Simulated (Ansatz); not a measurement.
**KTaSe3 (built on the sites of a database entry of KTaO3): following an unstable mode**

Aim: this structure of KTaSe3 (built on the sites of a database entry of KTaO3) is to be tested for unstable modes, and one is followed downhill.

Program: Ansatz 0.2.0. Level of theory: DFT LDA, scalar-relativistic, plane waves, PAW. Results are calculated unless marked as measured.

Most raw output is cut from this account.

The structure was built from a prototype and need not be the compound's stable phase.

## 1. The starting structure

Symmetry: Pm-3m, No. 221, cubic system. Conventional cell: a = 4.998 Å, b = 4.998 Å, c = 4.998 Å, α = 90.00°, β = 90.00°, γ = 90.00°. Nearest to K lie 12 Se at 3.53 Å. Ta has 6 Se at 2.50 Å nearest. Nearest to Se lie 2 Ta at 2.50 Å and 4 K at 3.53 Å. Farther neighbours and most contacts between anions are not listed.

## 2. Phonons on a q mesh

The cell comes from relaxations at this level that are not shown. Stability and thermal properties need the whole zone. Linear response on a 2×2×2 q mesh gives force constants as far as a supercell of that size would.

input.yaml reads:

```yaml
crystal:
  lattice:
    - [4.9981413134, 0.0, 0.0]
    - [0.0, 4.9981413134, 0.0]
    - [0.0, 0.0, 4.9981413134]
  atoms:
    - { symbol: K, position: [0.5, 0.5, 0.5] }
    - { symbol: Ta, position: [0.0, 0.0, 0.0] }
    - { symbol: Se, position: [0.5, 0.0, 0.0] }
    - { symbol: Se, position: [0.0, 0.5, 0.0] }
    - { symbol: Se, position: [0.0, 0.0, 0.5] }
kpoints:
  mp_grid: { grid: [6, 6, 6] }
hamiltonian:
  xc: lda
scf:
  occupations: { method: methfessel_paxton, width: 0.15 }
output:
  eigenvalues: true
phonons:
  method: dfpt
  qmesh: [2, 2, 2]
  temperatures: { t_max: 1000, t_step: 50 }
  qpath:
    path:
      - [[0.0, 0.0, 0.0], [0.0, 0.5, 0.0], [0.5, 0.5, 0.0], [0.0, 0.0, 0.0], [0.5, 0.5, 0.5], [0.0, 0.5, 0.0]]
      - [[0.5, 0.5, 0.5], [0.5, 0.5, 0.0]]
    npoints: 10
```

Started as:

```sh
ansatz run input.yaml --threads 8 --pin off --max-ram 14336MiB --backend cpu --events-out ev --progress --plain --runs-dir out
```

It took 39 s on 8 threads of AMD EPYC 9R45 (Zen 5), shared host; peak memory 1.4 GiB; 4.5 min of CPU time.

Numbers from this step:

```yaml
volume_per_atom: 24.97 Å³
gap_on_the_k_mesh: 0 eV
sum_rule_residual_before_enforcement: 2.39e-5 eV/Å²
lowest_frequency_on_the_path: -50.87 cm⁻¹
point_group: m-3m
highest_frequency_on_the_path_or_at_a_solved_wavevector: 303.5 cm⁻¹
highest_optical_mode_at_the_zone_centre_no_lo_to_term: 232.2 cm⁻¹
lowest_optical_zone_centre_mode: 51.97 cm⁻¹
lowest_mode_on_the_q_mesh_acoustic_modes_at_gamma_apart: -50.87 cm⁻¹
```

Frequencies (cm⁻¹) solved at each irreducible wavevector; negative means imaginary. Frequencies by wavevector, by row:

```csv
q in reciprocal lattice units,star,mode 1,mode 2,mode 3,mode 4,mode 13,mode 14,mode 15
0 0 0,1,0,0,0,52,232.2,232.2,232.2
0 0 -0.5,3,14.4,14.4,66.6,66.6,230.5,230.5,270
0 -0.5 -0.5,3,-49.1,-20.1,66.1,66.1,158.3,229.1,287.6
-0.5 -0.5 -0.5,1,-50.9,-50.9,-50.9,70.9,156,156,303.5
```

Interpolated from a 2×2×2 q mesh. The phonon branches at the labelled points (cm⁻¹):

```csv
point,branch 1,branch 2,branch 3,branch 4,branch 12,branch 13,branch 14,branch 15
Γ,0,0,0,52,81,232,232,232
halfway,18,18,56,56,115,231,231,250
X,14,14,67,67,153,230,230,270
halfway,-6,28,60,68,154,197,230,281
M,-49,-20,66,66,155,158,229,288
halfway,16,32,62,62,119,213,231,268
Γ,0,0,0,52,81,232,232,232
halfway,32,32,46,70,120,204,204,284
R,-51,-51,-51,71,156,156,156,304
halfway,25,32,38,66,155,179,194,294
X,14,14,67,67,153,230,230,270
jump to R,-51,-51,-51,71,156,156,156,304
halfway,-50,30,30,70,155,155,177,300
M,-49,-20,66,66,155,158,229,288
```

Symmetry leaves 4 wavevectors to solve. The lowest mode among them, the acoustic zeros apart, lies at q = (-0.5, -0.5, -0.5) and is imaginary, 50.9i cm⁻¹, so the energy falls along it.

## 3. The mode frozen in, largest atomic shift 0 Å

The mode followed lies at q = (-0.5, -0.5, -0.5) with frequency 50.9i cm⁻¹ and is 3-fold degenerate, the softest among the wavevectors solved. At small amplitude the distorted cell has space group no. 140 by a symmetry search on the positions. The undistorted cell that holds it gives the zero of energy on the same k mesh.

System of this step: KTaSe3 (built on the sites of a database entry of KTaO3). Symmetry: Pm-3m, No. 221, cubic system. Conventional cell: a = 4.998 Å, b = 4.998 Å, c = 4.998 Å, α = 90.00°, β = 90.00°, γ = 90.00°. Nearest to K lie 12 Se at 3.53 Å. Ta has 6 Se at 2.50 Å nearest. Nearest to Se lie 2 Ta at 2.50 Å and 4 K at 3.53 Å. Farther neighbours and most contacts between anions are not listed.

input.yaml reads:

```yaml
crystal:
  lattice:
    - [4.9981413134, 4.9981413134, 0.0]
    - [4.9981413134, 0.0, 4.9981413134]
    - [4.9981413134, 0.0, -4.9981413134]
  atoms:
    - { symbol: K, position: [0.5, 0.25, 0.75] }
    - { symbol: K, position: [0.5, 0.75, 0.25] }
    - { symbol: Ta, position: [0.0, 0.0, 0.0] }
    - { symbol: Ta, position: [0.0, 0.5, 0.5] }
    - { symbol: Se, position: [0.0, 0.75, 0.75] }
    - { symbol: Se, position: [0.0, 0.25, 0.25] }
    - { symbol: Se, position: [0.5, 0.75, 0.75] }
    - { symbol: Se, position: [0.5, 0.25, 0.25] }
    - { symbol: Se, position: [0.0, 0.75, 0.25] }
    - { symbol: Se, position: [0.0, 0.25, 0.75] }
kpoints:
  mp_grid: { grid: [6, 6, 6] }
hamiltonian:
  xc: lda
scf:
  occupations: { method: methfessel_paxton, width: 0.15 }
output:
  forces: true
  stress: true
  eigenvalues: true
```

Wall time 1.1 s (8 threads); peak memory 1.3 GiB.

Numbers from this step:

- pressure: -0.08305 GPa
- gap on the k-mesh: 0.05202 eV
- energy from the undistorted cell: 0 meV/atom

The run ends at a pressure of -0.08 GPa.

## 4. The mode frozen in, largest atomic shift 0.45 Å

The atoms are moved along the unstable eigenvector, the largest shift by 0.45 Å, with the cell fixed.

Changes to input.yaml since step 3:

```diff
@@ -12,6 +12,6 @@
     - { symbol: Se, position: [0.0, 0.25, 0.25] }
-    - { symbol: Se, position: [0.5, 0.75, 0.75] }
-    - { symbol: Se, position: [0.5, 0.25, 0.25] }
-    - { symbol: Se, position: [0.0, 0.75, 0.25] }
-    - { symbol: Se, position: [0.0, 0.25, 0.75] }
+    - { symbol: Se, position: [0.5, 0.7049832656, 0.7950167344] }
+    - { symbol: Se, position: [0.5, 0.2950167344, 0.2049832656] }
+    - { symbol: Se, position: [-0.0900334688, 0.7950167344, 0.2950167344] }
+    - { symbol: Se, position: [0.0900334688, 0.2049832656, 0.7049832656] }
 kpoints:
```

It took 1.9 s on 8 threads; peak memory 1.4 GiB; 13 s of CPU time.

This step gave:

| Quantity | Value |
| --- | --- |
| pressure | -1.408 GPa |
| gap on the k-mesh | 0 eV |
| energy from the undistorted cell | -17.77 meV/atom |

The energy, extrapolated to zero smearing, is -17.77 meV/atom against the undistorted cell.

The run ends at a pressure of -1.41 GPa, with forces up to 0.054 eV/Å.

## 5. Energy along the mode, all amplitudes (two of the runs are shown above)

An imaginary frequency means negative curvature, so the energy should fall and then rise again as anharmonic terms take over.

This step gave:

```
depth at the lowest point sampled  : 17.77 meV/atom
largest atomic shift at that point : 0.45 Å
```

Table of energy from the parent by largest atomic shift:

```csv
largest atomic shift (Å),energy from the parent (meV/atom)
0.000,0
0.040,-0.144
0.080,-0.591
0.140,-1.92
0.220,-5.33
0.320,-11.9
0.450,-17.8
0.600,-14.4
```

Displacement at unit largest shift by atom:

```csv
atom,x (Å),y (Å),z (Å),size
K1,0.00,0.00,0.00,0.00
K2,0.00,0.00,0.00,0.00
Ta3,0.00,0.00,0.00,0.00
Ta4,0.00,0.00,0.00,0.00
Se5,0.00,0.00,0.00,0.00
Se6,0.00,0.00,0.00,0.00
Se7,0.00,0.00,-1.00,1.00
Se8,0.00,0.00,1.00,1.00
Se9,0.00,-1.00,0.00,1.00
Se10,0.00,1.00,0.00,1.00
```

The lowest of the steps tried is at 0.45 Å, 17.8 meV/atom below the parent; the bottom of the well need not coincide with a step.

## 6. Relaxing from the distorted cell

Starting from the lowest point found, all atoms and the cell are let go, so that strain and other modes of the same symmetry can join in.

Changes to input.yaml since step 4:

```diff
@@ -26 +26,6 @@
   eigenvalues: true
+relax:
+  adjacent_minimum: "off"
+  f_tol: 0.002
+  max_steps: 120
+  cell: { stress_tol: 0.03 }
```

Run time: 16 s. Hardware: 8 threads; peak memory 1.5 GiB; 2 min of CPU time.

Relaxation path:

```csv
step,energy less that of the first step (eV),largest force component (eV/Å),pressure (GPa),volume (Å³)
1,0.0000,0.0538,-1.41,249.72
2,-0.0886,0.1804,0.71,241.64
3,-0.1699,0.0803,0.32,239.07
4,-0.1937,0.0669,-0.27,236.35
5,-0.1957,0.0000,0.17,235.05
6,-0.1963,0.0165,-0.01,236.47
7,-0.1968,0.0010,0.00,236.05
8*,-0.1951,0.0009,0.00,236.05
```

Relaxation steps marked * repeat the geometry before them on a plane-wave basis chosen anew for their cell, so energy and pressure can jump there.

The run keeps the 16 symmetry operations that it works with, so distortions that break them were not tested.

```csv
"conventional cell, symmetrised",before,after,change
a (Å),7.068,6.756,-4.4 %
b (Å),7.068,6.756,-4.4 %
c (Å),9.996,10.342,+3.5 %
volume (Å³/atom),24.97,23.60,-5.5 %
```

The atoms that moved most (Å, as changes of fractional coordinates times the final cell):

```csv
atom,dx,dy,dz,length
Se10,0.000,0.317,0.000,0.317
Se9,0.000,-0.317,0.000,0.317
Se8,0.000,0.000,0.317,0.317
Se7,0.000,0.000,-0.317,0.317
```

The relaxed structure:

```xyz
10
Lattice="5.1711 4.7774 0.0000 5.1711 0.0000 4.7774 5.1711 0.0000 -4.7774" Properties=species:S:1:pos:R:3 pbc="T T T"
K     7.7566    2.3887   -2.3887
K     7.7566    2.3887    2.3887
Ta    0.0000    0.0000    0.0000
Ta    5.1711    0.0000    0.0000
Se    7.7566    0.0000    0.0000
Se    2.5855    0.0000    0.0000
Se   10.3422    2.3887   -0.7467
Se    5.1711    2.3887    0.7467
Se    5.1711   -0.7467    2.3887
Se    5.1711    0.7467   -2.3887
```

This step gave:

* pressure: -0.003330 GPa
* volume per atom: 23.60 Å³

The distorted start has space group I4/mcm; the relaxation ends in I4/mcm.

## 7. Outcome

```
unstable mode of the parent                                                      : q = (-0.5, -0.5, -0.5), 51i cm⁻¹
depth at the lowest point sampled                                                : 17.8 meV/atom
largest atomic shift at that point                                               : 0.45 Å
space group reached (within 0.01 Å)                                              : I4/mcm
energy gained over the parent (first relaxation, on the mesh of the frozen mode) : 37.6 meV/atom
volume per atom, phase reached                                                   : 23.6 Å³
```

In words: Along this mode the structure falls into I4/mcm, 37.6 meV/atom below the parent. At the parent's cell the well is 17.77 meV/atom deep on the steps tried, with its lowest point at a shift of 0.45 Å. Relaxing atoms and cell changes the gain by +19.86 meV/atom against the lowest step (energies at zero smearing). The modes of the phase reached were not computed on this path. Of the 4 patterns followed to their end from this parent, this one reaches the lowest energy. Each path keeps the symmetry of its pattern, so a lower phase may lie along a pattern not tried. With no gap, or one that is small against the smearing, the frequencies hang on the k mesh and the smearing, most of all near Kohn anomalies. Spin-orbit coupling is left out, which can matter for the heavy elements here. The starting cell was built on a prototype and not taken from a measurement, so the phase need not exist.

[Logs are printed without paths, hosts, clocks, repeated set-up lines and the standing remarks that a program may print on its own settings, such as how far it seeks lower states.]

[Hosts, paths, dates, database ids (printed as entryN), source tags and the programs' standing remarks are cut or masked in the printed files.]
